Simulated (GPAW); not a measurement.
# Dielectric function and optical constants of Ir

Aim: the dielectric function of Ir, and the optical constants that follow from it. The cell comes from an older database entry, whose edges can differ from later determinations, mostly by under a per cent.

Main program and level: GPAW 26.7.0; DFT, PBE, plane-wave PAW (GPAW data sets), scalar-relativistic, RPA, optical limit.

The database entry behind the starting cell differs from later determinations by our own check (0.1 to 0.3 % short, probably kX units), so it need not match the best structure at ambient conditions.

### Step 1. Set-up

The structure is cubic, space group Fm-3m (No. 225). The conventional cell has a = 3.831 Å, b = 3.831 Å, c = 3.831 Å, α = 90.00°, β = 90.00°, γ = 90.00°. Nearest to Ir lie 12 Ir at 2.71 Å.

### Step 2. Ground state

First the ground state: is it a metal or has it a gap?

This step: DFT, PBE, plane-wave PAW (GPAW data sets), scalar-relativistic, ground state (GPAW 26.7.0).

The input, gs.py:

```python
from ase import Atoms
from ase.dft.bandgap import bandgap
from gpaw import GPAW, PW, FermiDirac

atoms = Atoms(['Ir'],
              cell=[[0.000000000000, 1.915600000000, 1.915600000000],
                    [1.915600000000, 0.000000000000, 1.915600000000],
                    [1.915600000000, 1.915600000000, 0.000000000000]],
              scaled_positions=[[0.000000000000, 0.000000000000, 0.000000000000]],
              pbc=[True, True, True])
atoms.calc = GPAW(mode=PW(500), xc='PBE', kpts={'size': (10, 10, 10), 'gamma': True},
                  occupations=FermiDirac(0.05), maxiter=150, txt='gs.txt')
print('energy (eV)', atoms.get_potential_energy())
print('Fermi level (eV)', atoms.calc.get_fermi_level())
print('valence electrons', atoms.calc.get_number_of_electrons())
print('gap (eV)', bandgap(atoms.calc, output=None)[0])
print('direct gap (eV)', bandgap(atoms.calc, direct=True, output=None)[0])
atoms.calc.write('gs.gpw')
```

Started as:

```
$ OMP_NUM_THREADS=1 python gs.py
```

Numbers of over 12 decimals in the logs are rounded to 6 here.

The program printed:

```text
__  _  _
 | _ |_)|_||  |
 |__||  | ||/\| - 26.7.0

Versions:
  Python: 3.12.14
  ASE:    3.29.0
  Numpy:  2.5.5
  Scipy:  1.18.1
  Libxc:  7.0.0

Input parameters:
  mode=PW(ecut=500.0),
  kpts=MonkhorstPack(size=(10, 10, 10), gamma=True),
  maxiter=150,
  occupations=Occupations(name='fermi-dirac', width=0.05, fixmagmom=False),
  xc=XC(name='PBE')

Diagonalizing LCAO Hamiltonian
Converting LCAO to pw mode

       Ir

Atoms  # Å, Bohr magnetons
|   | symbol |        x |        y |        z |    initial magnetic moments |
| 0 |     Ir | 0.000000 | 0.000000 | 0.000000 | ( 0.0000,  0.0000,  0.0000) |

Unit cell  # Å
| periodic |        x |        y |        z |  lengths |    angles |
|      yes | 0.000000 | 1.915600 | 1.915600 | 2.709068 | 60.000000 |
|      yes | 1.915600 | 0.000000 | 1.915600 | 2.709068 | 60.000000 |
|      yes | 1.915600 | 1.915600 | 0.000000 | 2.709068 | 60.000000 |

Number of symmetries: 48
Symmetry operations  # r_c * U_cc + t_c -> r_c
|    | kind |            matrix            |
|  0 |  σ   |  1, 0, 0,  1, 0,-1,  1,-1, 0 |
|  1 |  C2  |  1, 0, 0,  1,-1, 0,  1, 0,-1 |
|  2 |  E   |  1, 0, 0,  0, 1, 0,  0, 0, 1 |
|  3 |  σ   |  1, 0, 0,  0, 0, 1,  0, 1, 0 |
|  4 |  C4  |  1, 0,-1,  1, 0, 0,  1,-1, 0 |
|  5 |  S6  |  1, 0,-1,  1,-1, 0,  1, 0, 0 |
|  6 |  σ   |  1, 0,-1,  0, 1,-1,  0, 0,-1 |
|  7 |  C3  |  1, 0,-1,  0, 0,-1,  0, 1,-1 |
|  8 |  S6  |  1,-1, 0,  1, 0, 0,  1, 0,-1 |
|  9 |  C4  |  1,-1, 0,  1, 0,-1,  1, 0, 0 |
| 10 |  C3  |  1,-1, 0,  0,-1, 1,  0,-1, 0 |
| 11 |  σ   |  1,-1, 0,  0,-1, 0,  0,-1, 1 |
| 12 |  σ   |  0, 1, 0,  1, 0, 0,  0, 0, 1 |
| 13 |  C4  |  0, 1, 0,  0, 1,-1, -1, 1, 0 |
| 14 |  C3  |  0, 1, 0,  0, 0, 1,  1, 0, 0 |
| 15 |  S6  |  0, 1, 0, -1, 1, 0,  0, 1,-1 |
| 16 |  C2  |  0, 1,-1,  1, 0,-1,  0, 0,-1 |
| 17 |  σ   |  0, 1,-1,  0, 1, 0, -1, 1, 0 |
| 18 |  S4  |  0, 1,-1,  0, 0,-1,  1, 0,-1 |
| 19 |  C4  |  0, 1,-1, -1, 1, 0,  0, 1, 0 |
| 20 |  C3  |  0, 0, 1,  1, 0, 0,  0, 1, 0 |
| 21 |  σ   |  0, 0, 1,  0, 1, 0,  1, 0, 0 |
| 22 |  S6  |  0, 0, 1,  0,-1, 1, -1, 0, 1 |
| 23 |  C4  |  0, 0, 1, -1, 0, 1,  0,-1, 1 |
| 24 |  S4  |  0, 0,-1,  1, 0,-1,  0, 1,-1 |
| 25 |  C3  |  0, 0,-1,  0, 1,-1,  1, 0,-1 |
| 26 |  C2  |  0, 0,-1,  0,-1, 0, -1, 0, 0 |
| 27 |  S6  |  0, 0,-1, -1, 0, 0,  0,-1, 0 |
| 28 |  S4  |  0,-1, 1,  1,-1, 0,  0,-1, 0 |
| 29 |  C4  |  0,-1, 1,  0, 0, 1, -1, 0, 1 |
| 30 |  C2  |  0,-1, 1,  0,-1, 0,  1,-1, 0 |
| 31 |  σ   |  0,-1, 1, -1, 0, 1,  0, 0, 1 |
| 32 |  C3  |  0,-1, 0,  1,-1, 0,  0,-1, 1 |
| 33 |  S6  |  0,-1, 0,  0, 0,-1, -1, 0, 0 |
| 34 |  S4  |  0,-1, 0,  0,-1, 1,  1,-1, 0 |
| 35 |  C2  |  0,-1, 0, -1, 0, 0,  0, 0,-1 |
| 36 |  C2  | -1, 1, 0,  0, 1, 0,  0, 1,-1 |
| 37 |  S6  | -1, 1, 0,  0, 1,-1,  0, 1, 0 |
| 38 |  S4  | -1, 1, 0, -1, 0, 1, -1, 0, 0 |
| 39 |  C3  | -1, 1, 0, -1, 0, 0, -1, 0, 1 |
| 40 |  S6  | -1, 0, 1,  0, 0, 1,  0,-1, 1 |
| 41 |  C2  | -1, 0, 1,  0,-1, 1,  0, 0, 1 |
| 42 |  C3  | -1, 0, 1, -1, 1, 0, -1, 0, 0 |
| 43 |  S4  | -1, 0, 1, -1, 0, 0, -1, 1, 0 |
| 44 |  C2  | -1, 0, 0,  0, 0,-1,  0,-1, 0 |
| 45 |  i   | -1, 0, 0,  0,-1, 0,  0, 0,-1 |
| 46 |  σ   | -1, 0, 0, -1, 1, 0, -1, 0, 1 |
| 47 |  C2  | -1, 0, 0, -1, 0, 1, -1, 1, 0 |

BZ-sampling:
  Number of BZ points: 1000
  Number of IBZ points: 47

  Monkhorst-Pack size: [10, 10, 10]
  Monkhorst-Pack shift: [0.05, 0.05, 0.05]

K-points  # in reciprocal-cell coordinates
|     |                                coordinates |     weight |
|   0 | (  0.00000000,   0.00000000,   0.00000000) | 0.00100000 |
|   1 | (  0.10000000,   0.10000000,   0.00000000) | 0.00600000 |
|   2 | (  0.10000000,   0.10000000,   0.10000000) | 0.00800000 |
|   3 | (  0.20000000,   0.10000000,   0.10000000) | 0.01200000 |
|   4 | (  0.20000000,   0.20000000,   0.00000000) | 0.00600000 |
|   5 | (  0.20000000,   0.20000000,   0.10000000) | 0.02400000 |
|   6 | (  0.20000000,   0.20000000,   0.20000000) | 0.00800000 |
|   7 | (  0.30000000,   0.20000000,   0.10000000) | 0.02400000 |
|   8 | (  0.30000000,   0.20000000,   0.20000000) | 0.02400000 |
|   9 | (  0.30000000,   0.30000000,   0.00000000) | 0.00600000 |
| ... |                                            |            |
|  46 | (  0.50000000,   0.50000000,   0.50000000) | 0.00400000 |

Plane wave coefficients: 368
Cutoff: 500.0 eV

Spin-components: 1 (collinear spins)
Bands:           12
Projectors:      6
Spin-degeneracy: 2
Datatype:        complex128

Parallelization:
  kpt:    1
  domain: 1
  band:   1

Density:
  Valence electrons: 15.0
  Components: 1
  Grid points: [14 14 14]
  Charge: 0.0  # |e|

Potential:
  Grid points: [14 14 14]

species:
  Ir:
    name:    Iridium
    id:
    Z:       77.0
    valence: 15
    core:    62
    charge:  0.0  # [|e|]
    compensation charges:
      type: gauss
      rc: 0.40  # [Å]
      lmax: 2
    cutoffs:
      filter: 2.40  # [Å]
      core: 2.36  # [Å]
    projectors
    | kind |    occ | energy [eV] | rcut [Å] |
    |   6s |  2.000 |      -6.307 |    1.296 |
    |   5p |  6.000 |     -54.741 |    1.328 |
    |   6p |  0.000 |      -1.224 |    1.328 |
    |   5d |  7.000 |      -7.169 |    1.286 |
    |    s |        |      20.905 |    1.296 |
    |    d |        |      20.043 |    1.286 |

    Using partial waves for Ir as LCAO basis

Reference energy: -484484.849336  # eV

eigensolver:
  PPCG
  Converge bands: occupied
  niter=2

density mixing:
  MSR1-Mixer
  Pratt-step length: 0.05
  Maximum mixing coefficient: 0.75
  Old densities: 10
  SVD Regularization: 0.005
  Good broyden scale: 1.0
  Trust region scale: 1.0
  Backstep threshold: 4.0
  History deletion threshold: 6.0
  Fourier metric: weight=20.0, sigma=0.015

occupation numbers:
  Fermi-Dirac:
    width: 0.0500  # eV

poisson solver:
  ecut: 4000.0  # eV

xc functional:
  name: PBE with 2 nearest neighbor stencil

convergence criteria:
- Maximum [total energy] change in last 3 cyles: 0.0005 eV / valence electron
- Maximum integral of absolute [dens]ity change: 0.0001 electrons / valence electron
- Maximum integral of absolute [eigenst]ate change: 4e-08 eV^2 / valence electron
maximum number of iterations: 150

SCF iterations
|iter     |      energy | eigst |  dens |
|iter:   1||   -9.430522 | +0.22 |       |
|iter:   2||   -9.419624 | -2.02 | -1.46 |
|iter:   3||   -9.373263 | -2.02 | -1.50 |
|iter:   4||   -9.377347 | -3.26 | -2.10 |
|iter:   5||   -9.381456 | -3.12 | -2.36 |
|iter:   6||   -9.381473c| -5.07 | -3.48 |
|iter:   7||   -9.381478c| -5.81 | -3.82 |
|iter:   8||   -9.381478c| -7.87c| -4.87c|

Converged in 8 steps
SCF loop duration: 3.643 s (0.455 s/step)
Energy contributions relative to reference atoms: (reference = -484484.849336)

Energy contributions:
  Kinetic:           7.331403
  Coulomb:          -6.613002
  Zero:             -0.222018
  External:          0.000000
  Xc:               -9.873480
  Entropy:          -0.008761
  Spinorbit:         0.000000
  ----------------------------
  Free energy:      -9.385858
  Extrapolated:     -9.381478

dipole moment: (-13.908499, -13.908499, -13.908499)  # |e|*Ang

Fermi level: 15.145
Eigenvalues  # (at kpt = [0.000, 0.000, 0.000])
| band index |      eig [eV] | occ [0-2] |
|          0 |       -34.381 |     2.000 |
|          1 |       -34.381 |     2.000 |
|          2 |       -34.381 |     2.000 |
|          3 |         3.948 |     2.000 |
|          4 |        11.161 |     2.000 |
|          5 |        11.161 |     2.000 |
|          6 |        11.161 |     2.000 |
|          7 |        13.871 |     2.000 |
|          8 |        13.871 |     2.000 |
|          9 |        29.180 |     0.000 |
|         10 |        34.702 |     0.000 |
|         11 |        34.702 |     0.000 |

No gap
No difference between direct/indirect transitions

--- standard output ---
energy (eV) -9.381478
Fermi level (eV) 15.144995
valence electrons 15.0
gap (eV) 0.0
direct gap (eV) 0.0
```

The job ended after 5.5 s (1 thread of Arm Neoverse V1, shared host; peak memory 0.12 GiB).

This step gave:

* energy: -9.381 eV
* Fermi energy: 15.14 eV
* electrons: 15

There are states at the Fermi level within the smearing, so the occupations stay smeared and the carriers get a Drude term.

### Step 3. Bands for the response

The response needs many more empty bands than the density does.

This step: DFT, PBE, plane-wave PAW (GPAW data sets), scalar-relativistic, bands at fixed density (GPAW 26.7.0).

The input, nscf.py:

```python
from ase.dft.bandgap import bandgap
from gpaw import GPAW, FermiDirac

calc = GPAW('gs.gpw').fixed_density(kpts={'size': (19, 19, 19), 'gamma': True}, nbands=24, convergence={'bands': 18},
                                    occupations=FermiDirac(0.05), txt='nscf.txt')
print('gap (eV)', bandgap(calc, output=None)[0])
print('direct gap (eV)', bandgap(calc, direct=True, output=None)[0])
print('top band over the Fermi level (eV)', min(calc.get_eigenvalues(kpt=k)[17] for k in range(len(calc.get_ibz_k_points()))) - calc.get_fermi_level())
calc.write('full.gpw', mode='all')
```

Started as:

```
$ OMP_NUM_THREADS=1 python nscf.py
```

The program printed:

```text
Diagonalizing LCAO Hamiltonian
Converting LCAO to pw mode
convergence criteria:
- Maximum integral of absolute [eigenst]ate change: 4e-08 eV^2 / valence electron
maximum number of iterations: 150

SCF iterations
|iter     |      energy | eigst |  dens |
|iter:   1||             | +2.88 |       |
|iter:   2||             | +0.67 |       |
|iter:   3||             | -1.45 |       |
|iter:   4||             | -3.16 |       |
|iter:   5||             | -4.64 |       |
|iter:   6||             | -6.49 |       |
|iter:   7||             | -7.51c|       |
SCF steps: 7
  __  _  _
 | _ |_)|_||  |
 |__||  | ||/\| - 26.7.0

Versions:
  Python: 3.12.14
  ASE:    3.29.0
  Numpy:  2.5.5
  Scipy:  1.18.1
  Libxc:  7.0.0

Input parameters:
  mode=PW(ecut=500.0),
  convergence={'bands': 18},
  gpts=array([14, 14, 14]),
  kpts=MonkhorstPack(size=(19, 19, 19), gamma=True),
  maxiter=150,
  nbands=24,
  occupations=Occupations(name='fermi-dirac', width=0.05, fixmagmom=False),
  parallel={},
  xc=XC(name='PBE')

--- standard output ---
gap (eV) 0.0
direct gap (eV) 0.0
top band over the Fermi level (eV) 33.037707508801
```

It took 27 s on 1 thread; peak memory 0.17 GiB.

(Continued in part 2 of 2.)

[Machine, clock and banner lines and Python warnings are left out of the logs.]

[Logs are printed without paths, hosts, clocks, repeated set-up lines and the standing remarks that a program may print on its own settings, such as how far it seeks lower states.]

[Hosts, paths, dates, database ids (printed as entryN), source tags and the programs' standing remarks are cut or masked in the printed files.]
